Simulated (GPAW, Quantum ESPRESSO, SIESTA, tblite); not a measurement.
# C(100)/TiO2(101) interface (120 atoms): atom by atom

The starting structure: Diamond-structure C(100), 3 repeat layers, 12 surface cells, strained +1.49 and +0.04 %; anatase TiO2(101), 2 layers, 2 cells, +0.00 and +0.00 %; outer planes 1.29 Å apart, 12 Å of vacuum above; not relaxed, displaced by a Gaussian of 0.02 Å. Then every atom was moved at random, 0.05 Å r.m.s. a Cartesian component.

This is the built cell with every atom moved at random. Method: GFN1-xTB tight binding, diagonalisation; levels smeared at 580 K; periodic xTB differs between programs; its forces lie 29 % r.m.s. from those of plane-wave PBE on this cell (tblite 0.8.0); Γ point.

Cell vectors (Å):

```
10.239 0.000 0.000
0.000 7.570 0.000
0.000 0.000 23.581
```

Positions (Å):

```
1 C 7.570 5.119 5.982
2 C 6.362 2.463 6.892
3 C 6.342 3.756 7.702
4 C 7.680 3.738 8.637
5 C 7.604 2.612 9.540
6 C 6.441 5.064 10.374
7 C 7.763 2.525 6.140
8 C 6.374 7.492 6.832
9 C 6.395 1.218 7.771
10 C 7.762 1.227 8.635
11 C 7.686 0.069 9.587
12 C 6.451 2.597 10.391
13 C 7.756 7.565 6.025
14 C 6.515 4.979 6.853
15 C 6.312 6.314 7.793
16 C 7.558 6.305 8.665
17 C 7.686 5.030 9.478
18 C 6.408 7.538 10.469
19 C 5.185 5.026 6.002
20 C 3.887 2.464 6.898
21 C 3.862 3.805 7.714
22 C 5.026 3.844 8.619
23 C 5.152 2.528 9.529
24 C 3.933 5.019 10.349
25 C 5.078 2.496 6.024
26 C 3.778 0.043 6.809
27 C 3.933 1.240 7.760
28 C 5.137 1.220 8.613
29 C 5.216 7.561 9.415
30 C 3.820 2.434 10.378
31 C 5.119 0.030 6.117
32 C 3.789 5.073 6.905
33 C 3.830 6.438 7.738
34 C 5.012 6.233 8.623
35 C 5.126 5.046 9.470
36 C 3.855 7.561 10.545
37 C 2.478 5.104 6.133
38 C 1.326 2.651 6.956
39 C 1.208 3.832 7.788
40 C 2.622 3.789 8.631
41 C 2.564 2.428 9.548
42 C 1.158 4.983 10.420
43 C 2.566 2.432 6.048
44 C 1.236 7.551 6.952
45 C 1.280 1.248 7.739
46 C 2.595 1.232 8.640
47 C 2.448 0.137 9.497
48 C 1.252 2.599 10.513
49 C 2.479 0.039 6.135
50 C 1.230 5.081 6.905
51 C 1.284 6.301 7.835
52 C 2.497 6.256 8.608
53 C 2.578 5.041 9.552
54 C 1.327 0.105 10.461
55 C 10.200 5.102 6.017
56 C 8.950 2.564 6.939
57 C 8.942 3.788 7.760
58 C 10.201 3.816 8.643
59 C 0.028 2.470 9.496
60 C 8.913 5.047 10.457
61 C 10.175 2.574 6.076
62 C 8.927 0.016 6.927
63 C 8.980 1.229 7.874
64 C 10.237 1.207 8.681
65 C 10.196 0.076 9.543
66 C 9.013 2.614 10.358
67 C 10.194 7.529 6.011
68 C 8.934 4.988 6.916
69 C 8.922 6.221 7.790
70 C 10.205 6.261 8.619
71 C 0.110 5.024 9.576
72 C 8.911 7.453 10.621
73 Ti 5.047 7.106 12.387
74 Ti 10.191 5.191 12.477
75 Ti 7.325 5.196 13.282
76 Ti 2.169 7.010 13.320
77 O 6.914 7.004 13.151
78 O 1.854 5.246 13.174
79 O 9.194 5.280 14.008
80 O 4.091 7.035 14.087
81 O 0.431 7.133 12.553
82 O 5.455 5.236 12.673
83 O 8.369 5.160 11.732
84 O 3.244 7.129 11.742
85 Ti 3.743 7.142 15.877
86 Ti 8.788 5.256 16.000
87 Ti 5.895 5.220 16.724
88 Ti 0.804 7.045 16.890
89 O 5.662 7.125 16.769
90 O 0.539 5.229 16.594
91 O 7.781 5.213 17.517
92 O 2.689 7.066 17.603
93 O 9.112 7.026 16.051
94 O 3.961 5.242 16.102
95 O 7.020 5.241 15.248
96 O 1.828 7.111 15.197
97 Ti 5.009 3.313 12.462
98 Ti 10.222 1.417 12.352
99 Ti 7.254 1.469 13.390
100 Ti 2.078 3.296 13.251
101 O 6.952 3.338 13.154
102 O 1.764 1.402 13.119
103 O 9.086 1.402 14.020
104 O 4.147 3.366 14.075
105 O 0.311 3.304 12.528
106 O 5.513 1.441 12.595
107 O 8.373 1.462 11.736
108 O 3.335 3.339 11.703
109 Ti 3.751 3.320 16.070
110 Ti 8.815 1.357 15.927
111 Ti 5.895 1.388 16.932
112 Ti 0.810 3.296 16.969
113 O 5.530 3.237 16.730
114 O 0.395 1.452 16.652
115 O 7.787 1.433 17.608
116 O 2.636 3.327 17.566
117 O 9.198 3.330 16.020
118 O 4.055 1.371 16.104
119 O 6.995 1.459 15.130
120 O 1.881 3.268 15.187
```

**Question.** What force acts on each atom, and what charge does it carry?

Columns: atom, q, fx, fy, fz (forces in eV/Å, q the Mulliken charge in e).

```
1 -0.06 5.457 0.599 1.291
2 0.02 1.206 0.554 -2.150
3 0.02 1.534 -0.493 2.449
4 0.00 -1.486 2.741 -1.952
5 0.03 4.079 -3.456 0.987
6 -0.08 -1.453 -0.206 -2.978
7 -0.05 -3.495 -0.845 -0.016
8 0.03 1.000 1.590 0.121
9 0.03 1.919 0.012 -0.444
10 0.01 -4.364 1.760 1.950
11 0.02 -0.264 -3.154 2.709
12 -0.07 -3.341 1.918 -0.082
13 -0.08 -2.543 -0.460 1.834
14 0.04 -6.377 1.461 -0.450
15 0.03 1.789 -1.749 -0.964
16 0.01 3.103 0.835 -0.342
17 0.00 -1.103 0.029 2.383
18 -0.09 -1.312 -1.825 -2.721
19 -0.07 -1.879 -0.027 2.202
20 0.03 -1.529 1.921 -2.320
21 0.03 -2.088 -0.839 1.451
22 0.02 4.000 -2.853 -1.119
23 0.00 -0.818 0.674 1.157
24 0.01 -2.498 1.708 -0.209
25 -0.08 1.885 -0.671 1.285
26 0.06 1.845 -0.530 0.589
27 0.03 -3.211 0.527 0.406
28 0.02 0.942 1.126 0.876
29 0.02 -1.187 -2.035 5.792
30 0.12 -1.179 -1.130 1.790
31 -0.06 -0.920 0.948 -0.997
32 0.02 1.270 0.771 -3.501
33 0.02 -2.468 -4.776 0.887
34 0.03 2.576 4.095 -1.253
35 0.01 0.248 -0.927 2.854
36 0.17 -3.977 2.367 -1.990
37 -0.05 1.587 0.994 0.273
38 0.02 -2.021 -4.533 -4.261
39 0.03 2.707 0.380 1.255
40 0.00 -2.660 -0.514 0.590
41 0.00 -0.511 3.295 0.876
42 -0.15 5.977 -1.619 2.475
43 -0.08 -0.301 -1.026 2.499
44 0.03 -0.355 0.180 -3.071
45 0.03 -0.092 1.727 1.686
46 0.00 -0.834 2.600 -2.663
47 0.00 2.736 -6.227 3.909
48 -0.09 0.279 -0.418 -4.719
49 -0.08 0.391 0.804 -0.593
50 0.03 -0.350 -0.390 -1.803
51 0.04 -2.783 0.359 -1.564
52 0.01 2.437 2.937 2.547
53 0.02 0.212 -0.749 1.250
54 -0.02 -2.822 1.568 -3.457
55 -0.08 -0.205 0.582 2.449
56 0.04 1.557 -2.484 -1.329
57 0.03 -0.155 0.069 2.144
58 0.00 0.483 -1.788 0.301
59 0.00 -0.273 1.904 3.166
60 0.23 -2.311 -1.013 -0.986
61 -0.05 2.225 0.223 1.793
62 0.02 1.341 -1.549 -1.963
63 0.03 0.531 0.838 -2.985
64 0.03 1.142 2.780 -1.905
65 -0.03 1.031 -4.576 4.530
66 0.07 -3.587 1.161 0.304
67 -0.07 0.374 -1.011 3.275
68 0.01 -0.505 2.039 -4.156
69 0.02 -0.611 2.243 0.139
70 0.00 0.235 1.827 2.527
71 0.05 -6.644 0.550 -1.380
72 0.03 -0.088 1.435 -4.231
73 0.87 1.809 -0.101 0.570
74 0.87 1.014 0.258 0.727
75 1.01 -0.221 0.322 1.159
76 1.01 -0.081 0.506 1.593
77 -0.54 0.590 0.550 0.174
78 -0.53 0.105 -0.771 -0.108
79 -0.49 0.266 -0.235 -0.085
80 -0.50 0.074 0.475 -0.121
81 -0.55 -1.160 -1.244 0.402
82 -0.54 -0.732 -0.485 -0.646
83 -0.41 3.481 -0.643 -1.927
84 -0.41 3.308 0.618 -2.188
85 1.04 -1.667 -0.200 0.331
86 1.03 -0.916 -0.712 0.277
87 1.05 2.477 0.205 -1.163
88 1.04 3.232 -0.020 -1.671
89 -0.52 -0.233 -0.277 0.827
90 -0.51 -0.084 -0.208 1.681
91 -0.53 -0.958 -0.173 -0.383
92 -0.55 -1.903 0.240 -1.182
93 -0.52 0.518 1.006 0.451
94 -0.52 1.354 -0.281 0.489
95 -0.48 -1.348 -0.323 -0.443
96 -0.48 -0.269 0.180 -0.028
97 0.92 1.145 0.145 1.405
98 0.91 0.521 -0.239 0.187
99 1.02 0.190 0.156 0.633
100 1.03 0.118 -0.497 2.089
101 -0.54 0.307 0.234 0.052
102 -0.55 0.719 0.799 0.092
103 -0.50 0.797 -0.150 0.106
104 -0.50 0.012 -0.368 -0.276
105 -0.55 -0.619 0.841 0.947
106 -0.57 -1.149 -0.286 -0.036
107 -0.43 3.529 -0.079 -4.473
108 -0.44 2.830 -2.063 -3.740
109 1.06 -1.867 0.165 -0.709
110 1.05 -0.824 0.494 0.073
111 1.06 3.127 0.017 -1.276
112 1.06 1.918 0.043 -2.666
113 -0.52 0.346 0.594 1.096
114 -0.51 0.469 -0.458 1.513
115 -0.54 -1.580 -0.122 -1.438
116 -0.52 -1.134 -0.185 -0.452
117 -0.53 0.203 0.186 0.632
118 -0.53 0.196 0.058 0.239
119 -0.49 -1.147 -0.252 1.183
120 -0.49 -0.263 0.024 -0.367
```

The main run has no spin polarisation, so any moments at edges, vacancies or dangling bonds can't form in it. Only the Γ point is sampled, in a cell whose shortest periodic width is 8 Å.

The r.m.s. force component is 1.88 eV/Å; the longest force, 7.85 eV/Å, acts on C47.

[Logs are printed without paths, hosts, clocks, repeated set-up lines and the standing remarks that a program may print on its own settings, such as how far it seeks lower states.]

[Hosts, paths, dates, database ids (printed as entryN), source tags and the programs' standing remarks are cut or masked in the printed files.]
